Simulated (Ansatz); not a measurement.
# Na on Al(110): change of the work function, part 2 of 5

Wanted: Δφ(θ) for Na/Al(110), starting from the hollow site.

Ansatz 0.2.0; plane-wave DFT, LDA, Ansatz PAW.

So far, work function, upper face (eV): step 2 (the clean slab) 4.17.

## Step 3: The covered slab, k-mesh 3×4×1, coverage 0.111 ML

System of this step: Na/Al(110). The cell holds 46 atoms: 45 Al and 1 Na. Cell: a = 12.150 Å, b = 8.591 Å, c = 25.222 Å, α = 90.0°, β = 90.0°, γ = 90.0°. Vacuum lies along c.

The clean slab as it ended is repeated in the plane and the adsorbate is set on one face; the cell's size fixes the coverage, and the k-mesh shrinks with it to keep the sampling density about even. Adsorbate and upper layers relax, since the dipole depends on the height.

input.yaml reads:

```yaml
crystal:
  lattice:
    - [12.15, 0.0, 0.0]
    - [0.0, 8.5913473914, 0.0]
    - [0.0, 0.0, 25.221846614]
  atoms:
    - { symbol: Al, position: [0.0, 0.0, 0.3568335078] }
    - { symbol: Al, position: [0.1666666667, 0.1666666667, 0.4136053712] }
    - { symbol: Al, position: [0.0, 0.0, 0.4669864306] }
    - { symbol: Al, position: [0.1666666667, 0.1666666667, 0.5250251848] }
    - { symbol: Al, position: [0.0, 0.0, 0.5752969268] }
    - { symbol: Al, position: [0.0, 0.3333333333, 0.3568335078] }
    - { symbol: Al, position: [0.1666666667, 0.5, 0.4136053712] }
    - { symbol: Al, position: [0.0, 0.3333333333, 0.4669864306] }
    - { symbol: Al, position: [0.1666666667, 0.5, 0.5250251848] }
    - { symbol: Al, position: [0.0, 0.3333333333, 0.5752969268] }
    - { symbol: Al, position: [0.0, 0.6666666667, 0.3568335078] }
    - { symbol: Al, position: [0.1666666667, 0.8333333333, 0.4136053712] }
    - { symbol: Al, position: [0.0, 0.6666666667, 0.4669864306] }
    - { symbol: Al, position: [0.1666666667, 0.8333333333, 0.5250251848] }
    - { symbol: Al, position: [0.0, 0.6666666667, 0.5752969268] }
    - { symbol: Al, position: [0.3333333333, 0.0, 0.3568335078] }
    - { symbol: Al, position: [0.5, 0.1666666667, 0.4136053712] }
    - { symbol: Al, position: [0.3333333333, 0.0, 0.4669864306] }
    - { symbol: Al, position: [0.5, 0.1666666667, 0.5250251848] }
    - { symbol: Al, position: [0.3333333333, 0.0, 0.5752969268] }
    - { symbol: Al, position: [0.3333333333, 0.3333333333, 0.3568335078] }
    - { symbol: Al, position: [0.5, 0.5, 0.4136053712] }
    - { symbol: Al, position: [0.3333333333, 0.3333333333, 0.4669864306] }
    - { symbol: Al, position: [0.5, 0.5, 0.5250251848] }
    - { symbol: Al, position: [0.3333333333, 0.3333333333, 0.5752969268] }
    - { symbol: Al, position: [0.3333333333, 0.6666666667, 0.3568335078] }
    - { symbol: Al, position: [0.5, 0.8333333333, 0.4136053712] }
    - { symbol: Al, position: [0.3333333333, 0.6666666667, 0.4669864306] }
    - { symbol: Al, position: [0.5, 0.8333333333, 0.5250251848] }
    - { symbol: Al, position: [0.3333333333, 0.6666666667, 0.5752969268] }
    - { symbol: Al, position: [0.6666666667, 0.0, 0.3568335078] }
    - { symbol: Al, position: [0.8333333333, 0.1666666667, 0.4136053712] }
    - { symbol: Al, position: [0.6666666667, 0.0, 0.4669864306] }
    - { symbol: Al, position: [0.8333333333, 0.1666666667, 0.5250251848] }
    - { symbol: Al, position: [0.6666666667, 0.0, 0.5752969268] }
    - { symbol: Al, position: [0.6666666667, 0.3333333333, 0.3568335078] }
    - { symbol: Al, position: [0.8333333333, 0.5, 0.4136053712] }
    - { symbol: Al, position: [0.6666666667, 0.3333333333, 0.4669864306] }
    - { symbol: Al, position: [0.8333333333, 0.5, 0.5250251848] }
    - { symbol: Al, position: [0.6666666667, 0.3333333333, 0.5752969268] }
    - { symbol: Al, position: [0.6666666667, 0.6666666667, 0.3568335078] }
    - { symbol: Al, position: [0.8333333333, 0.8333333333, 0.4136053712] }
    - { symbol: Al, position: [0.6666666667, 0.6666666667, 0.4669864306] }
    - { symbol: Al, position: [0.8333333333, 0.8333333333, 0.5250251848] }
    - { symbol: Al, position: [0.6666666667, 0.6666666667, 0.5752969268] }
    - { symbol: Na, position: [0.1666666667, 0.1666666667, 0.6431664922] }
kpoints:
  mp_grid: { grid: [3, 4, 1] }
hamiltonian:
  xc: lda
scf:
  occupations: { method: fermi_dirac, width: 0.1 }
  convergence: { dr2_threshold: 1.0e-08 }
efield:
  axis: 3
  dipole_correction: true
  ramp_position: 0.97
  ramp_width: 0.06
relax:
  f_tol: 0.02
  max_steps: 60
  constraints:
    - { sites: [0, 1, 5, 6, 10, 11, 15, 16, 20, 21, 25, 26, 30, 31, 35, 36, 40, 41] }
output:
  bader: true
  write_potential: true
  write_density: true
  volumetric_format: npy
```

Launch:

```
$ ansatz run input.yaml --threads 4 --pin off --max-ram 6144MiB --backend cpu --events-out ev --progress --plain --runs-dir out
```

Log:

```text
[...]
Crystal: 46 atoms, lattice volume = 2632.779 Å³
Basis set: ecut = 420 eV, 51469 PW (Γ)
Bands: 118, of which v1, the nominal top of the filled ones, is band 72 counted from 1 (71 counted from 0)
Symmetry: 4 space group operations
[...]
k-points: 6 of 12
[...]
SCF iter   1: F=—  HF=-24531.967245 eV  |F-HF|=—  |Δ(HF+E_count)|=         —  Δρ=2.16e-3  dr2=3.21e-1  ethr=1.77e-3  p=0.333 e·Å  D=2.29e-2 V/Å  ΔV_dip=-0.58 eV  dr2_dipole=3.22e-2  V_vac-E_F(+/−)=3.63/4.21 eV  ⟨swp⟩=10.5  Hψ=4435  notcnv=0  defer=2
[...]
SCF iter   7: F=-24531.916808 eV  HF=-24531.916808 eV  |F-HF|=1.67e-8  |Δ(HF+E_count)|=   1.69e-7  Δρ=4.32e-7  dr2=9.00e-9  ethr=6.94e-12  p=0.368 e·Å  D=2.53e-2 V/Å  ΔV_dip=-0.64 eV  dr2_dipole=1.74e-10  V_vac-E_F(+/−)=3.52/4.16 eV  ⟨swp⟩=11.2  Hψ=4770  notcnv=0
SCF 1 converged in 7 iterations: F = -24531.916808 eV  dr2 = 9.00e-9
[...]
relax step   1: F+E_penalty+E_count = -24531.91680846 eV  Δ(F+E_penalty+E_count) = +0.000e0 eV  max|allowed force component| = 4.605e-1 eV/Å  Δτ_max = 0.0000 Å  (7 SCF iters, accepted)
[...]
SCF iter   7: F=-24531.979112 eV  HF=-24531.979112 eV  |F-HF|=2.60e-9  |Δ(HF+E_count)|=   4.13e-8  Δρ=1.58e-7  dr2=1.79e-9  ethr=6.94e-12  p=0.403 e·Å  D=2.77e-2 V/Å  ΔV_dip=-0.70 eV  dr2_dipole=1.33e-10  V_vac-E_F(+/−)=3.47/4.17 eV  ⟨swp⟩=11.0  Hψ=4558  notcnv=0
SCF 2 converged in 7 iterations: F = -24531.979112 eV  dr2 = 1.79e-9
relax step   2: F+E_penalty+E_count = -24531.97911174 eV  Δ(F+E_penalty+E_count) = -6.230e-2 eV  max|allowed force component| = 1.706e-1 eV/Å  Δτ_max = 0.0590 Å  (7 SCF iters, accepted)
SCF iter   1: F=—  HF=-24531.986665 eV  |F-HF|=—  |Δ(HF+E_count)|=         —  Δρ=1.97e-4  dr2=3.49e-3  ethr=2.01e-4  p=0.403 e·Å  D=2.77e-2 V/Å  ΔV_dip=-0.70 eV  dr2_dipole=3.04e-4  V_vac-E_F(+/−)=3.47/4.17 eV  ⟨swp⟩=5.3  Hψ=1921  notcnv=0  defer=13
[...]
SCF iter   7: F=-24531.986790 eV  HF=-24531.986790 eV  |F-HF|=4.15e-10  |Δ(HF+E_count)|=   1.52e-8  Δρ=7.03e-8  dr2=3.40e-10  ethr=6.94e-12  p=0.426 e·Å  D=2.93e-2 V/Å  ΔV_dip=-0.74 eV  dr2_dipole=2.04e-11  V_vac-E_F(+/−)=3.43/4.17 eV  ⟨swp⟩=9.7  Hψ=4060  notcnv=0
SCF 3 converged in 7 iterations: F = -24531.986790 eV  dr2 = 3.40e-10
relax step   3: F+E_penalty+E_count = -24531.98679006 eV  Δ(F+E_penalty+E_count) = -7.678e-3 eV  max|allowed force component| = 3.761e-2 eV/Å  Δτ_max = 0.0718 Å  (7 SCF iters, accepted)
SCF iter   1: F=—  HF=-24531.987029 eV  |F-HF|=—  |Δ(HF+E_count)|=         —  Δρ=9.96e-5  dr2=7.49e-4  ethr=6.50e-6  p=0.426 e·Å  D=2.93e-2 V/Å  ΔV_dip=-0.74 eV  dr2_dipole=6.23e-5  V_vac-E_F(+/−)=3.43/4.17 eV  ⟨swp⟩=5.2  Hψ=1949  notcnv=0  defer=4
[...]
SCF iter   6: F=-24531.987125 eV  HF=-24531.987125 eV  |F-HF|=1.19e-9  |Δ(HF+E_count)|=   2.02e-8  Δρ=1.50e-7  dr2=1.65e-9  ethr=6.94e-12  p=0.437 e·Å  D=3.00e-2 V/Å  ΔV_dip=-0.76 eV  dr2_dipole=7.46e-12  V_vac-E_F(+/−)=3.41/4.17 eV  ⟨swp⟩=11.3  Hψ=4595  notcnv=0
SCF 4 converged in 6 iterations: F = -24531.987125 eV  dr2 = 1.65e-9
relax step   4: F+E_penalty+E_count = -24531.98712544 eV  Δ(F+E_penalty+E_count) = -3.354e-4 eV  max|allowed force component| = 1.605e-2 eV/Å  Δτ_max = 0.0338 Å  (6 SCF iters, accepted)
NSCF: frozen V_eff on 6 k-points
[...]
SCF converged after 6 iterations
Free energy (F): -24531.987125 eV
[...]
Internal energy: -24531.364426 eV  (E = F + TS)
E sigma→0 (E₀):  -24531.675776 eV
Entropy (-TS):   -0.622700 eV (-13.537 meV/atom)
Fermi energy:    -0.437902 eV
Dipole field:    D = 0.030018 V/Å  (p = 0.436751 e·Å, saw-weighted, corrected)
Work function:   Φ+ = 3.4118 eV   Φ− = 4.1689 eV
[...]
--- Forces (eV/Å), atoms counted from 1 ---
  atom   1  Al     0.00291707     0.01116094     0.26301109
  atom   2  Al     0.00000000     0.00000000    -0.31164455
  atom   3  Al     0.00499407    -0.00321904    -0.00282665
  atom   4  Al     0.00000000     0.00000000    -0.01378617
  atom   5  Al    -0.00214659    -0.01604886     0.00424515
  atom   6  Al     0.00291707    -0.01116094     0.26301109
  atom   7  Al     0.00000000    -0.00523890    -0.30013907
  atom   8  Al     0.00499407     0.00321904    -0.00282665
  atom   9  Al     0.00000000     0.00359870    -0.00252328
  atom  10  Al    -0.00214659     0.01604886     0.00424515
  atom  11  Al    -0.01025251     0.00000000     0.27482133
  atom  12  Al     0.00000000     0.00523890    -0.30013907
  atom  13  Al     0.00019566     0.00000000    -0.00354073
  atom  14  Al     0.00000000    -0.00359870    -0.00252328
  atom  15  Al     0.00031985     0.00000000     0.00204050
  atom  16  Al    -0.00291707     0.01116094     0.26301109
  atom  17  Al    -0.05252347     0.00000000    -0.24094369
  atom  18  Al    -0.00499407    -0.00321904    -0.00282665
  atom  19  Al     0.00537165     0.00000000     0.00353402
  atom  20  Al     0.00214659    -0.01604886     0.00424515
  atom  21  Al    -0.00291707    -0.01116094     0.26301109
  atom  22  Al    -0.02704916     0.00523744    -0.29661213
  atom  23  Al    -0.00499407     0.00321904    -0.00282665
  atom  24  Al     0.00447991     0.00583072     0.00205906
  atom  25  Al     0.00214659     0.01604886     0.00424515
  atom  26  Al     0.01025251     0.00000000     0.27482133
  atom  27  Al    -0.02704916    -0.00523744    -0.29661213
  atom  28  Al    -0.00019566     0.00000000    -0.00354073
  atom  29  Al     0.00447991    -0.00583072     0.00205906
  atom  30  Al    -0.00031985     0.00000000     0.00204050
  atom  31  Al     0.00000000    -0.02053178     0.33765665
  atom  32  Al     0.05252347     0.00000000    -0.24094369
  atom  33  Al     0.00000000    -0.00201756     0.00327842
  atom  34  Al    -0.00537165     0.00000000     0.00353402
  atom  35  Al     0.00000000    -0.00155213    -0.00214400
  atom  36  Al     0.00000000     0.02053178     0.33765665
  atom  37  Al     0.02704916     0.00523744    -0.29661213
  atom  38  Al     0.00000000     0.00201756     0.00327842
  atom  39  Al    -0.00447991     0.00583072     0.00205906
  atom  40  Al     0.00000000     0.00155213    -0.00214400
  atom  41  Al     0.00000000     0.00000000     0.30765605
  atom  42  Al     0.02704916    -0.00523744    -0.29661213
  atom  43  Al     0.00000000     0.00000000     0.00523219
  atom  44  Al    -0.00447991    -0.00583072     0.00205906
  atom  45  Al     0.00000000     0.00000000    -0.00242091
  atom  46  Na     0.00000000     0.00000000    -0.00725910
  max |Σ_I F_I| component: 1.36e-3 eV/Å
--- Band table (eV; the first three rows and the last of 6) ---
  k-point 0: bands = [... 68 lower, -0.8445, -0.8394, -0.8334, -0.8279, -0.4489, -0.4447, -0.4037, -0.4006, ... 42 higher]
  k-point 1: bands = [... 68 lower, -0.7073, -0.4847, -0.4690, -0.4577, -0.2775, -0.1514, -0.0413, -0.0241, ... 42 higher]
  k-point 2: bands = [... 68 lower, -0.8491, -0.8418, -0.8326, -0.6874, -0.6843, -0.6809, 0.1202, 0.2633, ... 42 higher]
  k-point 5: bands = [... 68 lower, -0.6929, -0.3171, -0.1234, -0.1080, 0.0220, 0.0629, 0.1493, 0.2053, ... 42 higher]
--- Relaxed structure (4 steps of the walk, 4 accepted, 0 SCFs on fresh bases) ---
  F+E_penalty+E_count = -24531.98712544 eV   max|allowed force component| = 1.605e-2 eV/Å
  atoms:
    - { symbol: Al, position: [1.666666e-11, 1.666666e-11, 0.3568335078] }
    - { symbol: Al, position: [0.166667, 0.166667, 0.4136053712] }
    - { symbol: Al, position: [0.000248504, -0.000152949, 0.466566] }
    - { symbol: Al, position: [0.166667, 0.166667, 0.522994] }
    - { symbol: Al, position: [-0.000394758, -0.00296253, 0.574304] }
    - { symbol: Al, position: [1.666666e-11, 0.333333, 0.3568335078] }
    - { symbol: Al, position: [0.166667, 0.500000, 0.4136053712] }
    - { symbol: Al, position: [0.000248504, 0.333486, 0.466566] }
    - { symbol: Al, position: [0.166667, 0.500240, 0.523716] }
    - { symbol: Al, position: [-0.000394758, 0.336296, 0.574304] }
    - { symbol: Al, position: [1.666666e-11, 0.666667, 0.3568335078] }
    - { symbol: Al, position: [0.166667, 0.833333, 0.4136053712] }
    - { symbol: Al, position: [-1.136624e-5, 0.666667, 0.466240] }
    - { symbol: Al, position: [0.166667, 0.833093, 0.523716] }
    - { symbol: Al, position: [0.000438577, 0.666667, 0.573853] }
    - { symbol: Al, position: [0.333333, 1.666666e-11, 0.3568335078] }
    - { symbol: Al, position: [0.500000, 0.166667, 0.4136053712] }
    - { symbol: Al, position: [0.333085, -0.000152949, 0.466566] }
    - { symbol: Al, position: [0.499229, 0.166667, 0.524336] }
    - { symbol: Al, position: [0.333728, -0.00296253, 0.574304] }
    - { symbol: Al, position: [0.333333, 0.333333, 0.3568335078] }
    - { symbol: Al, position: [0.500000, 0.500000, 0.4136053712] }
    - { symbol: Al, position: [0.333085, 0.333486, 0.466566] }
    - { symbol: Al, position: [0.499900, 0.500568, 0.523889] }
    - { symbol: Al, position: [0.333728, 0.336296, 0.574304] }
    - { symbol: Al, position: [0.333333, 0.666667, 0.3568335078] }
    - { symbol: Al, position: [0.500000, 0.833333, 0.4136053712] }
    - { symbol: Al, position: [0.333345, 0.666667, 0.466240] }
    - { symbol: Al, position: [0.499900, 0.832765, 0.523889] }
    - { symbol: Al, position: [0.332895, 0.666667, 0.573853] }
    - { symbol: Al, position: [0.666667, 1.666666e-11, 0.3568335078] }
    - { symbol: Al, position: [0.833333, 0.166667, 0.4136053712] }
    - { symbol: Al, position: [0.666667, -0.000171926, 0.466657] }
    - { symbol: Al, position: [0.834104, 0.166667, 0.524336] }
    - { symbol: Al, position: [0.666667, -5.813242e-5, 0.573942] }
    - { symbol: Al, position: [0.666667, 0.333333, 0.3568335078] }
    - { symbol: Al, position: [0.833333, 0.500000, 0.4136053712] }
    - { symbol: Al, position: [0.666667, 0.333505, 0.466657] }
    - { symbol: Al, position: [0.833434, 0.500568, 0.523889] }
    - { symbol: Al, position: [0.666667, 0.333391, 0.573942] }
    - { symbol: Al, position: [0.666667, 0.666667, 0.3568335078] }
    - { symbol: Al, position: [0.833333, 0.833333, 0.4136053712] }
    - { symbol: Al, position: [0.666667, 0.666667, 0.466293] }
    - { symbol: Al, position: [0.833434, 0.832765, 0.523889] }
    - { symbol: Al, position: [0.666667, 0.666667, 0.573793] }
    - { symbol: Na, position: [0.166667, 0.166667, 0.649689] }
--- Bader charges: 46 sites ---
  site symbol  charge [e]  shift [e]
     0     Al      0.0542     0.0002
     1     Al     -0.0396     0.0000
     2     Al     -0.0514     0.0005
     3     Al     -0.0120     0.0000
     4     Al     -0.1499     0.0003
     5     Al      0.0542     0.0002
     6     Al     -0.0460     0.0000
     7     Al     -0.0514     0.0005
     8     Al      0.0441     0.0000
     9     Al     -0.1499     0.0003
    10     Al      0.0580     0.0002
    11     Al     -0.0460     0.0000
    12     Al     -0.0622     0.0005
    13     Al      0.0441     0.0000
    14     Al     -0.0342     0.0003
    15     Al      0.0542     0.0002
    16     Al     -0.0376     0.0000
    17     Al     -0.0514     0.0005
    18     Al      0.0408     0.0000
    19     Al     -0.1499     0.0003
    20     Al      0.0542     0.0002
    21     Al     -0.0417     0.0000
    22     Al     -0.0514     0.0005
    23     Al      0.0487     0.0000
    24     Al     -0.1499     0.0003
    25     Al      0.0580     0.0002
    26     Al     -0.0417     0.0000
    27     Al     -0.0622     0.0005
    28     Al      0.0488     0.0000
    29     Al     -0.0342     0.0003
    30     Al      0.0694     0.0002
    31     Al     -0.0376     0.0000
    32     Al     -0.0675     0.0006
    33     Al      0.0408     0.0000
    34     Al     -0.0185     0.0004
    35     Al      0.0694     0.0002
    36     Al     -0.0417     0.0000
    37     Al     -0.0675     0.0006
    38     Al      0.0487     0.0000
    39     Al     -0.0185     0.0004
    40     Al      0.0598     0.0002
    41     Al     -0.0417     0.0000
    42     Al     -0.0650     0.0005
    43     Al      0.0488     0.0000
    44     Al     -0.0202     0.0003
    45     Na      0.7445     0.0001
  estimated error of the sums over rays = 4.9e-4 e
```

Wall time 13 min (4 threads of Arm Neoverse N1, shared host); peak memory 4.6 GiB.

The steps of the relaxation:

```tsv
step	energy less that of the first step (eV)	largest force component (eV/Å)
1	0.0000	0.4605
2	-0.0623	0.1706
3	-0.0700	0.0376
4	-0.0703	0.0160
```

Forces are held to the 4 operations that the program found; a distortion that breaks them can't arise in this run.

The atoms that moved most (Å):

```tsv
atom	dx	dy	dz	length
Na46	0.000	0.000	0.165	0.165
Al4	0.000	0.000	-0.051	0.051
Al45	0.000	0.000	-0.038	0.038
Al30	-0.005	0.000	-0.036	0.037
Al15	0.005	0.000	-0.036	0.037
Al10	-0.005	0.025	-0.025	0.036
Al25	0.005	0.025	-0.025	0.036
Al5	-0.005	-0.025	-0.025	0.036
```

Read from the output:

| Quantity | Value |
| --- | --- |
| energy at zero smearing | -24531.6758 eV |
| work function, upper face | 3.412 eV |
| work function, lower face | 4.169 eV |
| dipole along the normal | 0.4368 e·Å |
| step between the vacuum levels | -0.7571 eV |

Running mean over 1.432 Å of the planar mean; the ramp of the sawtooth is left out. Table of electron's electrostatic potential energy less the Fermi level by z:

z (Å), electron's electrostatic potential energy less the Fermi level (eV) and a bar from the least value:
```
      3.5       4.17 ##############################
      4.0       4.17 ##############################
      4.5       4.17 ##############################
      5.0       4.17 ##############################
      5.5       4.16 ##############################
      6.0       4.13 ##############################
      6.5       4.05 ##############################
      7.0       3.77 #############################
      7.5       2.87 ##########################
      8.0       0.83 ###################
      8.5      -1.54 ############
      9.0      -3.53 #####
      9.5      -4.34 ###
     10.0      -4.58 ##
     10.5      -4.85 #
     11.0      -4.96 #
     11.5      -4.93 #
     12.0      -4.68 #
     12.5      -4.58 ##
     13.0      -4.80 #
     13.5      -5.14 
     14.0      -5.02 
     14.5      -3.99 ####
     15.0      -1.68 ###########
     15.5       0.52 ##################
     16.0       2.12 #######################
     16.5       2.72 #########################
     17.0       3.03 ##########################
     17.5       3.29 ###########################
     18.0       3.38 ###########################
     18.5       3.40 ############################
     19.0       3.41 ############################
     19.5       3.41 ############################
     20.0       3.41 ############################
     20.5       3.41 ############################
     21.0       3.41 ############################
     21.5       3.41 ############################
     22.0       3.41 ############################
```

The relaxation took 4 steps and lowered the energy by 0.070 eV; the largest force on the free atoms ends at 0.016 eV/Å.

The covered face has 3.41 eV, -0.76 eV against the clean one; the bare back face has moved by +0.00 eV, a measure of how thin the slab is.

(Part 2 of 5 ends here.)

[Long decimals in the printed logs are rounded to 6 places.]

[Logs are printed without paths, hosts, clocks, repeated set-up lines and the standing remarks that a program may print on its own settings, such as how far it seeks lower states.]

[Hosts, paths, dates, database ids (printed as entryN), source tags and the programs' standing remarks are cut or masked in the printed files.]

[Maps of the electrostatic potential energy from Ansatz leave out the sawtooth potential of an applied field or a dipole correction, so their vacuum need not be flat; planar profiles and work functions include it.]
